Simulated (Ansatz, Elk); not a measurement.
## LaTi2Ga2: X-ray structure factors from the self-consistent density

The structure of LaTi2Ga2 used here is made up (a known structure type with other elements) and was relaxed beforehand with r2SCAN. The aim is the Fourier transform of its all-electron density, F(hkl), set beside the sum over free spherical atoms that refinements use.

Program: Elk 11.2.3 (patched build). Level of theory: DFT, PBE, all-electron APW+lo, Dirac cores, scalar-relativistic bands, static density, no spin. Results are calculated unless marked as measured.

The structure was built from a prototype and need not be the compound's stable phase.

## Step 1: The starting structure

It takes space group I4/mmm (No. 139, tetragonal). Conventional cell: a = 4.211 Å, b = 4.211 Å, c = 11.991 Å, α = 90.00°, β = 90.00°, γ = 90.00°. La has 8 Ga at 3.26 Å nearest. Ga has 1 Ga at 2.63 Å and 4 Ti at 2.69 Å and 4 La at 3.26 Å nearest. Ti has 4 Ga at 2.69 Å and 4 Ti at 2.98 Å nearest. Farther neighbours are not listed.

## Step 2: Ground state and structure factors

An all-electron density is needed, since X-rays see the cores too. Task 0 finds the density and task 195 Fourier-transforms it; tshift is off so that phases refer to the origin typed.

Input file elk.in:

```
tasks
  0
  195

xctype
  20

spinpol
  .false.

rgkmax
  7.0

gmaxvr
  14.0

lmaxo
  7

lmaxapw
  8

swidth
  0.002

tshift
  .false.

ramdisk
  .false.

hmaxvr
  5.5

maxscl
  120

epspot
  1e-06

sppath
  './'

avec
  -3.97897267039 3.97897267039 11.33016593019
  3.97897267039 -3.97897267039 11.33016593019
  3.97897267039 3.97897267039 -11.33016593019

atoms
  3
  'La.in'
  1
  -0.0000000000 0.0000000000 -0.0000000000   0.000000 0.000000 0.000000
  'Ga.in'
  2
  0.6097751469 0.6097751469 0.0000000000   0.000000 0.000000 0.000000
  0.3902248531 0.3902248531 0.0000000000   0.000000 0.000000 0.000000
  'Ti.in'
  2
  0.2500000000 0.7500000000 0.5000000000   0.000000 0.000000 0.000000
  0.7500000000 0.2500000000 0.5000000000   0.000000 0.000000 0.000000

ngridk
  8 8 8
```

The run is started by

```console
OMP_NUM_THREADS=4 elk
```

Numbers of over 12 decimals in the logs are rounded to 6 here.

The program printed:

```text
┌─────────────────────────┐
│ Elk code version 11.2.3 │
└─────────────────────────┘

All units are atomic (Hartree, Bohr, etc.)

┌─────────────────────────────────────────────────┐
│ Ground-state run starting from atomic densities │
└─────────────────────────────────────────────────┘

Lattice vectors :
  -3.978972670       3.978972670       11.33016593
   3.978972670      -3.978972670       11.33016593
   3.978972670       3.978972670      -11.33016593

Reciprocal lattice vectors :
 -0.2949460336E-16  0.7895486885      0.2772768442
  0.7895486885     -0.2949460336E-16  0.2772768442
  0.7895486885      0.7895486885     -0.3137080100E-17

Unit cell volume      :    717.5268777
Brillouin zone volume :   0.3457016331

Muffin-tin inner radius fraction :   0.1000000000E-01

Nuclei treated as point charges

Species : 1 (La)
 parameters loaded from : La.in
 name : lanthanum
 nuclear charge    :   -57.00000000
 electronic charge :    57.00000000
 atomic mass :    253209.2366
 muffin-tin radius :    2.800000000
 number of radial points in muffin-tin :   1393
 inner part over the whole radius :   0.9924947902E-02
 number on inner part of muffin-tin    :    996
 approximate nuclear radius :   0.9226798129E-04
 number of mesh points to nuclear radius :    505
 atomic positions (lattice), magnetic fields (Cartesian) :
  1 :   0.00000000  0.00000000  0.00000000    0.00000000  0.00000000  0.00000000

Species : 2 (Ga)
 parameters loaded from : Ga.in
 name : gallium
 nuclear charge    :   -31.00000000
 electronic charge :    31.00000000
 atomic mass :    127097.2539
 muffin-tin radius :    2.400000000
 number of radial points in muffin-tin :    993
 inner part over the whole radius :   0.9952882137E-02
 number on inner part of muffin-tin    :    702
 approximate nuclear radius :   0.7562051033E-04
 number of mesh points to nuclear radius :    339
 atomic positions (lattice), magnetic fields (Cartesian) :
  1 :  -0.39022485 -0.39022485  0.00000000    0.00000000  0.00000000  0.00000000
  2 :   0.39022485  0.39022485  0.00000000    0.00000000  0.00000000  0.00000000

Species : 3 (Ti)
 parameters loaded from : Ti.in
 name : titanium
 nuclear charge    :   -22.00000000
 electronic charge :    22.00000000
 atomic mass :    87256.20317
 muffin-tin radius :    2.400000000
 number of radial points in muffin-tin :    993
 inner part over the whole radius :   0.9985722337E-02
 number on inner part of muffin-tin    :    699
 approximate nuclear radius :   0.6805665174E-04
 number of mesh points to nuclear radius :    325
 atomic positions (lattice), magnetic fields (Cartesian) :
  1 :   0.25000000 -0.25000000  0.50000000    0.00000000  0.00000000  0.00000000
  2 :  -0.25000000  0.25000000  0.50000000    0.00000000  0.00000000  0.00000000

Total number of atoms per unit cell :    5
Total muffin-tin volume :    323.5756657
 ratio of muffin-tin to unit cell volume :   0.4509596446

Spin treatment :
 spin-unpolarised

Number of Bravais lattice symmetries :   16
Number of crystal symmetries         :   16
Crystal has inversion symmetry
Real symmetric eigensolver will be used

k-point grid :      8     8     8
k-point offset :    0.000000000       0.000000000       0.000000000
k-point set is reduced with full crystal symmetry group
Total number of k-points :       59

Muffin-tin radius times maximum |G+k| :    7.000000000
 using average radius
Maximum |G+k| for APW functions       :    2.822580645
Maximum (1/2)|G+k|²                   :    3.983480749
Maximum |G| for potential and density :    14.00000000
Constant for pseudocharge density :   10
 order of it for each species :   17  17  17
 order of it for pair densities of each species (exact exchange by exxq0 0: 18) :   12   9   9
Radial integration step length :    1

G-vector grid sizes :     60    60    60
Number of G-vectors :    33283

Maximum angular momentum used for
 APW functions            :    8
 outer part of muffin-tin :    7
 inner part of muffin-tin :    2

Total nuclear charge    :   -163.0000000
[...]
electron entropic           :    -0.22291381637789E-02
 total energy                :     -14094.655830063

Density of states at Fermi energy :    169.1762681
 (states/Hartree/unit cell)

Estimated indirect band gap :   0.1742101608E-03
 from k-point 39 to k-point 41
Estimated direct band gap   :   0.3009558258E-02
 at k-point 26

Charges :
 core                        :    102.0000000
 valence                     :    61.00000000
 interstitial                :    8.604711868
 muffin-tins (core leakage)
  species : 1 (La)
   atom 1                    :    54.50644424     (  0.2244163985E-03)
  species : 2 (Ga)
[...]
species : 3 (Ti)
[...]
total in muffin-tins        :    154.3952881
 total calculated charge     :    162.9980009
 total charge                :    163.0000000
 error                       :   0.1999114398E-02

RMS change in Kohn-Sham potential (target) :   0.1757103473     (  0.1000000000E-05)
Absolute change in total energy (target)   :   0.7080599335E-01 (  0.1000000000E-03)

[... loops 3 to 15 left out ...]

┌──────────────────┐
│ Loop number : 16 │
└──────────────────┘

Energies :
 Fermi                       :     0.260192
 sum of occupied eigenvalues :     -8469.7017438092
 electron kinetic            :      14783.004732322
 core electron kinetic       :      14322.772412752
 Coulomb                     :     -28436.679768753
 Coulomb potential           :     -22679.897789364
 nuclear-nuclear             :     -1572.0284051300
 electron-nuclear            :     -31085.795946729
 Hartree                     :      4221.1445831064
 Madelung                    :     -17096.730874070
 xc potential                :     -572.80868676742
 exchange                    :     -431.83544656953
 correlation                 :     -8.076978
 electron entropic           :    -0.26855437133212E-02
 total energy                :     -14093.590146191

Density of states at Fermi energy :    210.1373071
 (states/Hartree/unit cell)

Estimated indirect band gap :   0.1054719103E-03
 from k-point 28 to k-point 21
Estimated direct band gap   :   0.7887923477E-03
 at k-point 28

Charges :
 core                        :    102.0000000
 valence                     :    61.00000000
 interstitial                :    8.266265558
 muffin-tins (core leakage)
  species : 1 (La)
[...]
species : 2 (Ga)
[...]
species : 3 (Ti)
[...]
total in muffin-tins        :    154.7337344
 total calculated charge     :    162.9980796
 total charge                :    163.0000000
 error                       :   0.1920402120E-02

RMS change in Kohn-Sham potential (target) :   0.4950697699E-06 (  0.1000000000E-05)
Absolute change in total energy (target)   :   0.3535529686E-04 (  0.1000000000E-03)

Convergence targets achieved

┌──────────────────┐
│ Loop number : 17 │
└──────────────────┘

Energies :
 Fermi                       :     0.260192
 sum of occupied eigenvalues :     -8469.7017392786
 electron kinetic            :      14783.004734607
 core electron kinetic       :      14322.772419373
 Coulomb                     :     -28436.679766442
 Coulomb potential           :     -22679.897789733
 nuclear-nuclear             :     -1572.0284051300
 electron-nuclear            :     -31085.795941756
 Hartree                     :      4221.1445804445
 Madelung                    :     -17096.730871575
 xc potential                :     -572.80868415315
 exchange                    :     -431.83544571491
 correlation                 :     -8.076978
 electron entropic           :    -0.26855426550288E-02
 total energy                :     -14093.590140729

Density of states at Fermi energy :    210.1371990
 (states/Hartree/unit cell)

Estimated indirect band gap :   0.1054674267E-03
 from k-point 28 to k-point 21
Estimated direct band gap   :   0.7887866460E-03
 at k-point 28

Charges :
 core                        :    102.0000000
 valence                     :    61.00000000
 interstitial                :    8.266266078
 muffin-tins (core leakage)
  species : 1 (La)
[...]
species : 2 (Ga)
[...]
atom 2                    :    29.84408991     (  0.7629597485E-03)
  species : 3 (Ti)
   atom 1                    :    20.24938678     ( -0.2204297314E-06)
   atom 2                    :    20.24938678     ( -0.2204297314E-06)
 total in muffin-tins        :    154.7337339
 total calculated charge     :    162.9980796
 total charge                :    163.0000000
 error                       :   0.1920402182E-02

┌──────────────────────────────┐
│ Self-consistent loop stopped │
└──────────────────────────────┘

Warning : core states of species 1 leak from the muffin-tin :   0.2174377919E-03

Warning : core states of species 2 leak from the muffin-tin :   0.7629597485E-03

Wrote STATE.OUT
```

Run time: 53 s. Hardware: 4 threads of Arm Neoverse V2, shared host; peak memory 0.24 GiB; 2.7 min of CPU time.

SFACRHO.OUT:

```text

h k l indices transformed by vhmat matrix:
   1.000000000       0.000000000       0.000000000    
   0.000000000       1.000000000       0.000000000    
   0.000000000       0.000000000       1.000000000    

      h      k      l  multipl.   |H|            Re(F)            Im(F)           |F|

      0      0      0      1   0.0000000       163.00000      0.18931305E-18   163.00000    
      1      1     -1      2  0.55455369       24.121799      0.54720420E-15   24.121799    
     -1      0      0      8  0.83682112       7.3930505      -0.0000000       7.3930505    
      2      2     -2      2   1.1091074       32.786631      0.81100791E-14   32.786631    
      1     -1      0      4   1.1165905       65.618548      0.79245320E-16   65.618548    
     -1     -2      1      8   1.1468780       71.848987      -0.0000000       71.848987    
      0      2     -1      8   1.2467173       88.222926      0.55397581E-14   88.222926    
     -2     -2      3      8   1.5738149      -30.262664      0.11017033E-13   30.262664    
     -1      1     -1      4   1.5790974       119.23665      0.32800755E-14   119.23665    
      2      3     -3      8   1.5954461       87.174197      -0.0000000       87.174197    
      3      3     -3      2   1.6636611      -11.786131     -0.36143322E-13   11.786131    
     -2      0      0      8   1.6736422       21.904898      0.25647848E-14   21.904898    
      0     -1      2     16   1.7871257       6.5530625      -0.0000000       6.5530625    
      1      3     -1      8   1.9296807       26.497002     -0.58655777E-14   26.497002    
      1      2     -3     16   1.9516346       60.127058      -0.0000000       60.127058    
     -2     -4      3      8   2.0036323       42.405142     -0.96885595E-14   42.405142    
      3      4     -4      8   2.0953823       33.592211      -0.0000000       33.592211    
     -4     -4      4      2   2.2182148       91.367263     -0.12065019E-13   91.367263
```

Elk indexes on the primitive cell of elk.in and gives |H| = 4π sin θ/λ in inverse bohr. Below, one row stands for each form hkl of the conventional cell (m members, Friedel mates merged), F is for one primitive cell and the density is static (no thermal factor). Free-atom factors are Waasmaier and Kirfel's, and R is Σm||F|−|F'||/Σm|F|.

```csv
hkl,m,sin θ/λ (Å⁻¹),"abs F, DFT",neutral atoms,diff.
002,2,0.083,24.122,24.238,-0.116
101,8,0.126,7.393,7.436,-0.043
004,2,0.167,32.787,33.084,-0.297
110,4,0.168,65.618,65.421,+0.198
103,8,0.172,71.849,71.815,+0.034
112,8,0.188,88.223,88.552,-0.329
114,8,0.237,30.263,30.899,-0.637
200,4,0.237,119.237,119.933,-0.696
105,8,0.240,87.174,87.549,-0.375
006,2,0.250,11.786,12.252,-0.466
202,8,0.252,21.905,21.715,+0.189
211,16,0.269,6.553,6.155,+0.398
204,8,0.290,26.497,26.147,+0.350
213,16,0.293,60.127,60.304,-0.177
```

## Step 3: The highest occupied states alone

An energy window below the Fermi level keeps the highest occupied states, to see at which angles they scatter; shallow core shells can lie inside it and anion s states outside. No new self-consistency is needed.

Edit elk.in of step 2 so:

```diff
@@ -1,3 +1,2 @@
 tasks
-  0
   195
@@ -40,2 +39,5 @@
 
+wsfac
+  -0.180800 0.560190
+
 sppath
```

The run is started by

```console
OMP_NUM_THREADS=4 elk
```

The program printed:

```text
┌─────────────────────────────────┐
│ Elk code version 11.2.3 started │
└─────────────────────────────────┘

Info(readinput): the functional depends on the density's gradient
 muffin-tin radial points multiplied by    2.00000
 (not where nrmtscf is given)

┌────────────────────┐
│ Current task : 195 │
└────────────────────┘

Info(sfacrho): density structure factors written to SFACRHO.OUT

 Energy window :  -0.1808000000      0.5601900000

┌──────────────────┐
│ Elk code stopped │
└──────────────────┘
```

Wall time 13 s (4 threads); peak memory 0.16 GiB; 16 s of CPU time.

States within 12 eV below the Fermi level hold 17.00 electrons; any levels below the window count with the cores. Their amplitudes can exceed the total, where window and core parts have opposite phase:

```csv
hkl,sin θ/λ (Å⁻¹),"abs F, window","abs F, all"
002,0.083,3.395,24.122
101,0.126,1.448,7.393
004,0.167,1.038,32.787
110,0.168,0.768,65.618
103,0.172,0.715,71.849
112,0.188,1.938,88.223
114,0.237,1.082,30.263
200,0.237,1.124,119.237
105,0.240,0.028,87.174
006,0.250,0.973,11.786
```

## Step 4: Another functional

The difference from free atoms is small, so it is set against the change that PBEsol makes.

Edit elk.in of step 3 so:

```diff
@@ -1,2 +1,3 @@
 tasks
+  0
   195
@@ -4,3 +5,3 @@
 xctype
-  20
+  22
 
@@ -39,5 +40,2 @@
 
-wsfac
-  -0.180800 0.560190
-
 sppath
```

The run is started by

```console
OMP_NUM_THREADS=4 elk
```

The program printed:

```text
┌─────────────────────────┐
│ Elk code version 11.2.3 │
└─────────────────────────┘

All units are atomic (Hartree, Bohr, etc.)

┌─────────────────────────────────────────────────┐
│ Ground-state run starting from atomic densities │
└─────────────────────────────────────────────────┘

Lattice vectors :
  -3.978972670       3.978972670       11.33016593
   3.978972670      -3.978972670       11.33016593
   3.978972670       3.978972670      -11.33016593

Reciprocal lattice vectors :
 -0.2949460336E-16  0.7895486885      0.2772768442
[...]
species : 3 (Ti)
   atom 1                    :    20.24931302     ( -0.2204209402E-06)
   atom 2                    :    20.24931302     ( -0.2204209402E-06)
 total in muffin-tins        :    154.7330862
 total calculated charge     :    162.9980480
 total charge                :    163.0000000
 error                       :   0.1952005224E-02

┌──────────────────────────────┐
│ Self-consistent loop stopped │
└──────────────────────────────┘

Warning : core states of species 1 leak from the muffin-tin :   0.2199388235E-03

Warning : core states of species 2 leak from the muffin-tin :   0.7738168406E-03

Wrote STATE.OUT
[key lines of the parts left out:]
total energy                :     -14085.503984198
```

Run time: 51 s. Hardware: 4 threads; peak memory 0.24 GiB.

Against the first run R = 0.02 %; the largest change is -0.031 at 220.

## Step 5: Basis size

The basis and the expansions that go with it are enlarged, to see whether the differences are converged.

Edit elk.in of step 4 so:

```diff
@@ -5,3 +5,3 @@
 xctype
-  22
+  20
 
@@ -11,12 +11,12 @@
 rgkmax
-  7.0
+  8.5
 
 gmaxvr
-  14.0
+  18.0
 
 lmaxo
-  7
+  9
 
 lmaxapw
-  8
+  10
```

The run is started by

```console
OMP_NUM_THREADS=4 elk
```

The program printed:

```text
┌─────────────────────────┐
│ Elk code version 11.2.3 │
└─────────────────────────┘

All units are atomic (Hartree, Bohr, etc.)

┌─────────────────────────────────────────────────┐
│ Ground-state run starting from atomic densities │
└─────────────────────────────────────────────────┘

Lattice vectors :
  -3.978972670       3.978972670       11.33016593
   3.978972670      -3.978972670       11.33016593
   3.978972670       3.978972670      -11.33016593

Reciprocal lattice vectors :
 -0.2949460336E-16  0.7895486885      0.2772768442
[...]
species : 3 (Ti)
   atom 1                    :    20.26015489     ( -0.2204295004E-06)
   atom 2                    :    20.26015489     ( -0.2204295004E-06)
 total in muffin-tins        :    154.7672091
 total calculated charge     :    162.9982403
 total charge                :    163.0000000
 error                       :   0.1759661909E-02

┌──────────────────────────────┐
│ Self-consistent loop stopped │
└──────────────────────────────┘

Warning : core states of species 1 leak from the muffin-tin :   0.2172900198E-03

Warning : core states of species 2 leak from the muffin-tin :   0.7620056728E-03

Wrote STATE.OUT
[key lines of the parts left out:]
total energy                :     -14093.612244249
```

Elapsed: 2.2 min, on 4 threads; peak memory 0.47 GiB.

Against the first run R = 0.01 %; the largest change is -0.013 at 208.

## Step 6: Settings against the effect

```csv
run,R against the first run (%),"R against neutral atoms, low angle (%)",wall time
"PBE, rgkmax 7",0.00,0.65,53 s
PBEsol,0.02,0.67,51 s
rgkmax 8.5 with larger expansions,0.01,0.65,2.2 min
```

## Step 7: Results

```json
{
 "R against neutral atoms, sin θ/λ < 0.3 Å⁻¹": "0.65 %",
 "R against neutral atoms, 0.3 to 0.76 Å⁻¹": "0.17 %"
}
```

**Reading.** Independent neutral atoms miss the calculated amplitudes by R = 0.65 % below 0.3 Å⁻¹ and 0.17 % from there to 0.76 Å⁻¹; by shells, 0.54 % below 0.15 Å⁻¹ (2 forms), 0.66 % 0.15 to 0.3 (12 forms), 0.23 % 0.3 to 0.45 (23 forms), 0.16 % above 0.45 (112 forms). Bonding, aspherical density and the tables' own atoms all enter these figures, and the runs don't part them. The largest change of an amplitude is -0.70 electrons, at 200. The window's part falls from 17.0 electrons at the origin to at most 0.35 between 0.45 and 0.76 Å⁻¹. Below 0.3 Å⁻¹ the changes that finished (PBEsol and rgkmax 8.5 with larger expansions) move F by R = 0.02 % at most, against the 0.65 % that separates it from free atoms. The k-mesh has no finished test. These runs have no spin, though d or f shells may be open. Part of the difference isn't bonding: the tables are fits to free atoms and ions calculated by other methods than this functional. Thermal motion, anomalous dispersion and extinction are left out.

[Logs are printed without paths, hosts, clocks, repeated set-up lines and the standing remarks that a program may print on its own settings, such as how far it seeks lower states.]

[Hosts, paths, dates, database ids (printed as entryN), source tags and the programs' standing remarks are cut or masked in the printed files.]
